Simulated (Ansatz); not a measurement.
# Li(100) / 5.25 Å vacuum / Li(100): a missing point of the current-voltage curve

Four biases are known. What current density flows at 1.5 V?

Set-up. Ansatz 0.2.0, plane waves with PAW datasets, PBE; a slab with two metal leads whose outer parts are reservoirs, with density and current solved under bias (Landauer, 300 K). Both electrodes are alike, so the curve is odd in V.

The runs, with one result withheld:

| bias (V) | drop between the leads' cuts (V) | current density (A/m²) |
| --- | --- | --- |
| 0.3 | 0.272 | 3.69×10¹³ |
| 0.6 | 0.543 | 7.41×10¹³ |
| 1 | 0.901 | 1.20×10¹⁴ |
| 1.5 | 1.35 | ? |
| 2 | 1.84 | 2.02×10¹⁴ |

**Estimate by hand.**

An odd curve starts as J = aV + bV³. Least squares on the four rows gives a = 1.26×10¹⁴ A/(m² V) and b = −6.24×10¹² A/(m² V³), so at 1.5 V: 1.26×10¹⁴ × 1.5 − 6.24×10¹² × 3.375. Predicted: 1.68×10¹⁴ A/m².

**The withheld run.**

1.69×10¹⁴ A/m², so the prediction is 0.47 % too low. The fit misses the rows shown by up to 2.0 %, and the cubic term makes 25 % of the current at 2 V, lowering it: the current grows more slowly than the bias.

**Limits.** On every other k-point the currents of these runs, at any bias, move by up to 6.2 %. Atoms are frozen on ideal sites at every bias.
